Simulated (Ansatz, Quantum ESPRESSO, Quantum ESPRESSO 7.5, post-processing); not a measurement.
**Au(111) with three reversed steps (a thin twin lamella): ballistic transmission**

How well does the junction conduct in the ballistic limit? It is: Au(111) with three reversed steps (a thin twin lamella).

Method: plane-wave DFT, PBE, JTH PAW pseudopotentials (cross-check by Ansatz 0.2.0 with PAW datasets), in Quantum ESPRESSO 7.5.

This is a report of a sequence of runs, with most program output left out.

## (1) Set-up

The cell holds 15 atoms: 15 Au. Its edges and angles: a = 2.949 Å, b = 2.949 Å, c = 36.113 Å, α = 90.0°, β = 90.0°, γ = 60.0°. It derives from Au. Regions: left lead, 6 atoms (6 Au); channel, 3 atoms (3 Au); right lead, 6 atoms (6 Au). The structure is stacked along c, and the current runs across the ab planes.

As a file:

```cif
data_structure
_symmetry_space_group_name_H-M 'P 1'
_symmetry_Int_Tables_number 1
_cell_length_a 2.9486
_cell_length_b 2.9486
_cell_length_c 36.1133
_cell_angle_alpha 90.000
_cell_angle_beta 90.000
_cell_angle_gamma 60.000
_cell_volume 271.92
loop_
_atom_site_label
_atom_site_type_symbol
_atom_site_fract_x
_atom_site_fract_y
_atom_site_fract_z
_atom_site_occupancy
Au1 Au 0.00000 0.00000 0.00000 1
Au2 Au 0.33333 0.33333 0.06667 1
Au3 Au 0.66667 0.66667 0.13333 1
Au4 Au 0.00000 0.00000 0.20000 1
Au5 Au 0.33333 0.33333 0.26667 1
Au6 Au 0.66667 0.66667 0.33333 1
Au7 Au 0.33333 0.33333 0.40000 1
Au8 Au 0.00000 0.00000 0.46667 1
Au9 Au 0.66667 0.66667 0.53333 1
Au10 Au 0.00000 0.00000 0.60000 1
Au11 Au 0.33333 0.33333 0.66667 1
Au12 Au 0.66667 0.66667 0.73333 1
Au13 Au 0.00000 0.00000 0.80000 1
Au14 Au 0.33333 0.33333 0.86667 1
Au15 Au 0.66667 0.66667 0.93333 1
```

## (2) SCF with pw.x

One periodic cell holds a stretch of lead, the junction and more lead; the atoms stay as built.

File scf.in:

```
&control
  prefix = 'scf'
  outdir = './out'
  pseudo_dir = './pseudo'
  calculation = 'scf'
  tprnfor = .true.
/
&system
  ibrav = 0
  nat = 15
  ntyp = 1
  ecutwfc = 45
  ecutrho = 360
  occupations = 'smearing'
  smearing = 'mv'
  degauss = 0.01
/
&electrons
  conv_thr = 1e-07
  mixing_beta = 0.25
  electron_maxstep = 120
  mixing_mode = 'local-TF'
/
ATOMIC_SPECIES
  Au  196.9666  Au.GGA_PBE-JTH.UPF
CELL_PARAMETERS angstrom
  2.94863527754790 0.00000000000000 0.00000000000000
  1.47431763877395 2.55359305685146 0.00000000000000
  0.00000000000000 0.00000000000000 36.11325933781109
ATOMIC_POSITIONS crystal
  Au  0.000000000000 0.000000000000 0.000000000000
  Au  0.333333333000 0.333333333000 0.066666666667
  Au  0.666666667000 0.666666667000 0.133333333333
  Au  0.000000000000 0.000000000000 0.200000000000
  Au  0.333333333000 0.333333333000 0.266666666667
  Au  0.666666667000 0.666666667000 0.333333333333
  Au  0.333333333000 0.333333333000 0.400000000000
  Au  0.000000000000 0.000000000000 0.466666666667
  Au  0.666666667000 0.666666667000 0.533333333333
  Au  0.000000000000 0.000000000000 0.600000000000
  Au  0.333333333000 0.333333333000 0.666666666667
  Au  0.666666667000 0.666666667000 0.733333333333
  Au  0.000000000000 0.000000000000 0.800000000000
  Au  0.333333333000 0.333333333000 0.866666666667
  Au  0.666666667000 0.666666667000 0.933333333333
K_POINTS automatic
  9 9 1 0 0 0
```

On the command line:

```bash
$ OMP_NUM_THREADS=1 mpirun -n 4 pw.x -nk 4 -in scf.in > scf.out
```

Elapsed: 4.3 min, on 4 MPI ranks of Arm Neoverse V2, shared host; peak memory 1.5 GiB.

Read from the output:

* free energy: -158195.0831 eV
* Fermi energy: 14.74 eV

The program's own clock; routines nest. Time by routine:

```tsv
routine	wall time (s)	calls
PWSCF	259.1	1
electrons	249.8	1
c_bands	217.3	19
cegterg	193.6	57
h_psi	100.5	408
fftw	59.42	56458
vloc_psi	58.98	408
calbec	25.84	477
add_vuspsi	20.41	408
s_psi	20.4	408
h_psi:calbec	20.39	408
sum_band	15.46	19
PAW_pot	9.2	19
init_run	7.32	1
```

The run needed 18 iterations to bring the estimated error under 1e-07 Ry; the largest force on any atom, held or free, is 0.04 eV/Å.

## (3) Transmission with pwcond.x

prefixt takes both regions from one run: the lead from 0 to bdl, the scattering region from bdl to bds (units of alat). ikind = 1 puts the same lead on both sides. The program's T_tot counts both spins in a run without spin; the tables below give T per spin.

File cond.in:

```
&inputcond
  outdir = './out'
  prefixt = 'scf'
  tran_file = 'cond.dat'
  bdl = 2.4494897436
  bds = 12.2474487147
  ikind = 1
  ewind = 4.0
  epsproj = 1e-05
  nz1 = 7
  energy0 = 0.4
  denergy = -0.4
/
10
  0.00000000 0.00000000 0.01562500
  0.00000000 0.12500000 0.09375000
  0.00000000 0.25000000 0.09375000
  0.00000000 0.37500000 0.09375000
  0.00000000 0.50000000 0.04687500
  0.12500000 0.25000000 0.09375000
  0.12500000 0.37500000 0.18750000
  0.12500000 0.50000000 0.18750000
  0.25000000 0.50000000 0.09375000
  0.25000000 0.62500000 0.09375000
3
```

On the command line:

```bash
$ OMP_NUM_THREADS=1 mpirun -n 4 pwcond.x -in cond.in > cond.out
```

Wall time 42 s (4 MPI ranks); peak memory 0.28 GiB; 2.8 min of CPU time.

Read from the output:

| Item | Value |
| --- | --- |
| lead channels at the Fermi level, one spin | 0.8906 |
| transmission at the Fermi level, one spin | 0.8871 |
| conductance | 0.8871 G₀ |

Per spin; mean over the k mesh across the current. The open channels, zone mean by energy, zero at the Fermi level:

```tsv
energy (eV)	open channels, zone mean
-0.400	0.797
0.000	0.891
0.400	0.891
```

Per spin; mean over the k mesh across the current. Table of transmission, zone mean by energy, zero at the Fermi level:

```tsv
energy (eV)	transmission, zone mean
-0.400	0.583
0.000	0.887
0.400	0.860
```

At 0.000 eV; k in fractions of b1, b2. Transmission by k point:

```tsv
k1	k2	weight	t	channels
0	0	0.01562	0	0
0	0.125	0.09375	1	1
0	0.25	0.09375	0.9997	1
0	0.375	0.09375	1	1
0	0.5	0.04688	0.9464	1
0.125	0.25	0.09375	0.9999	1
0.125	0.375	0.1875	0.9975	1
0.125	0.5	0.1875	0.9986	1
0.25	0.5	0.09375	0.9979	1
0.25	0.625	0.09375	0	0
```

The program's own clock; routines nest. Time by routine:

```tsv
routine	wall time (s)	calls
PWCOND	41.17	1
scatter_forw	34.9	60
local	2.38	10
compbs	1.81	30
compbs_2	1.49	30
init	1.23	1
poten	0.06	1
```

At no point does T exceed the number of channels.

## (4) The open system, with ewind = 2.0 and epsproj = 0.001

How much does a setting matter? One run is repeated with a change.

cond.w.in, as its differences from the input of step 3:

```diff
@@ -3,3 +3,3 @@
   prefixt = 'scf'
-  tran_file = 'cond.dat'
+  tran_file = 'cond.w.dat'
   bdl = 2.4494897436
@@ -7,4 +7,4 @@
   ikind = 1
-  ewind = 4.0
-  epsproj = 1e-05
+  ewind = 2.0
+  epsproj = 0.001
   nz1 = 7
```

On the command line:

```bash
$ OMP_NUM_THREADS=1 mpirun -n 4 pwcond.x -in cond.w.in > cond.w.out
```

It took 23 s on 4 MPI ranks; peak memory 0.28 GiB.

The changed values were drawn from a wide range, not chosen for quality; the comparison shows what they did here together.

Beside the run it was changed from:

```tsv
quantity	this run	unchanged run	difference
transmission at the Fermi level, one spin	0.8685	0.8871	-0.019
lead channels at the Fermi level, one spin	0.8906	0.8906	0
wall time (s)	23	42
```

Over all energies T moves by up to 0.020, at -0.4 eV.

The physical values in this table move by up to 2.1 %.

## (5) The same in Ansatz

A second code with its own PAW datasets, on the same atoms.

Level of this step: plane-wave DFT, PBE, Ansatz PAW (Ansatz 0.2.0).

File input.yaml:

```yaml
crystal:
  lattice:
    - [2.9486352775, 0.0, 0.0]
    - [1.4743176388, 2.5535930569, 0.0]
    - [0.0, 0.0, 36.1132593378]
  atoms:
    - { symbol: Au, position: [0.0, 0.0, 0.0] }
    - { symbol: Au, position: [0.333333333, 0.333333333, 0.0666666667] }
    - { symbol: Au, position: [0.666666667, 0.666666667, 0.1333333333] }
    - { symbol: Au, position: [0.0, 0.0, 0.2] }
    - { symbol: Au, position: [0.333333333, 0.333333333, 0.2666666667] }
    - { symbol: Au, position: [0.666666667, 0.666666667, 0.3333333333] }
    - { symbol: Au, position: [0.333333333, 0.333333333, 0.4] }
    - { symbol: Au, position: [0.0, 0.0, 0.4666666667] }
    - { symbol: Au, position: [0.666666667, 0.666666667, 0.5333333333] }
    - { symbol: Au, position: [0.0, 0.0, 0.6] }
    - { symbol: Au, position: [0.333333333, 0.333333333, 0.6666666667] }
    - { symbol: Au, position: [0.666666667, 0.666666667, 0.7333333333] }
    - { symbol: Au, position: [0.0, 0.0, 0.8] }
    - { symbol: Au, position: [0.333333333, 0.333333333, 0.8666666667] }
    - { symbol: Au, position: [0.666666667, 0.666666667, 0.9333333333] }
kpoints:
  mp_grid: { grid: [9, 9, 1] }
hamiltonian:
  xc: pbe
scf:
  occupations: { method: fermi_dirac, width: 0.1 }
  convergence: { dr2_threshold: 1.0e-08 }
output:
  transmission: { leads: [[0, 3]], e_range: [-0.4, 0.4], de: 0.4, kmesh: [8, 8] }
  write_potential: true
  write_density: true
  volumetric_format: npy
```

On the command line:

```bash
$ ansatz run input.yaml --threads 4 --pin off --max-ram 8192MiB --backend cpu --events-out ev --progress --plain --runs-dir out
```

Run time: 12 s. Hardware: 4 threads; peak memory 1.2 GiB; 45 s of CPU time.

Numbers from this step:

- free energy: -197240.0751 eV
- energy at zero smearing: -197240.0123 eV
- smearing term TS: 0.1256 eV
- Fermi energy: 19.04 eV
- symmetry operations: 12
- transmission at the Fermi level, one spin: 0.8828
- step of the lead's Hamiltonian over a period: 14.7 meV

Per spin; mean over the k mesh across the current. Transmission, zone mean against energy, zero at the Fermi level:

```tsv
energy (eV)	transmission, zone mean
-0.400	0.601
0.000	0.883
0.400	0.859
```

Per spin; mean over the k mesh across the current. Table of open channels, zone mean by energy, zero at the Fermi level:

```tsv
energy (eV)	open channels, zone mean
-0.400	0.797
0.000	0.891
0.400	0.891
```

Ansatz finds T = 0.883 against pwcond's 0.887.

## (6) All levels side by side

All levels:

```tsv
step	T at the Fermi level (per spin)	conductance (G0)	r.m.s. T(E) from the first	CPU time of the step (s)	peak memory (GiB)
Ansatz	0.8828	-	0	44.53	1.188
pwcond	0.8871	0.8871	0.01039	166.5	0.28
pwcond, changed setting	0.8685	0.8685	0.02329	93.17	0.28
```

Per spin; mean over the k mesh across the current. The transmission, zone mean by energy, zero at the Fermi level:

```tsv
energy (eV)	Ansatz	pwcond	pwcond, changed setting
-0.400	0.601	0.583	0.563
0.000	0.883	0.887	0.869
0.400	0.859	0.860	0.861
```

## (7) Worked from the printed numbers

The Landauer sum over the mesh, Σ w T = 0.1875 × 0.999 + 0.1875 × 0.997 + 0.0938 × 1 + … = 0.8871.

G = 0.887 × 77.48 µS = 68.7 µS a cell. Times the area of 7.530 Å², the resistance-area product is A/G = 1.10 fΩ m², the leads' contact resistance included.

Free electrons at 1 an atom (3 atoms in 54.4 Å³) have k_F = 1.178 1/Å and offer A k_F²/4π = 0.83 channels per spin; the lead has 0.89 on this mesh.

## (8) What came out

```
conductance from T at the Fermi level, a cell (G₀ = 2e²/h) : 0.887 G₀
conductance per area                                       : 913 S/μm²
lead channels per spin                                     : 0.89
the same conductance by Ansatz                             : 0.883 G₀
```

What this shows: The junction conducts 0.887 G₀ a cell at the Fermi level (PBE, JTH PAW). At the Fermi level the junction passes 100 % of what the leads offer, nearly all. At the Fermi level pwcond and Ansatz differ by 0.49 %, a close match. The mean rests on 10 distinct points, the heaviest weighing 0.19, and the mesh was not tested, so even the second digit is unsure. Over -0.4 to 0.4 eV, T lies between 0.58 and 0.89 per spin. The geometry is as built, not relaxed, and the leads are short. Spin-orbit coupling is left out; depending on the atoms that carry the levels of interest, it can split and shift them by tenths of an eV to an eV or more.

[Logs are printed without paths, hosts, clocks, repeated set-up lines and the standing remarks that a program may print on its own settings, such as how far it seeks lower states.]

[Hosts, paths, dates, database ids (printed as entryN), source tags and the programs' standing remarks are cut or masked in the printed files.]

[Maps of the electrostatic potential energy from Ansatz leave out the sawtooth potential of an applied field or a dipole correction, so their vacuum need not be flat; planar profiles and work functions include it.]
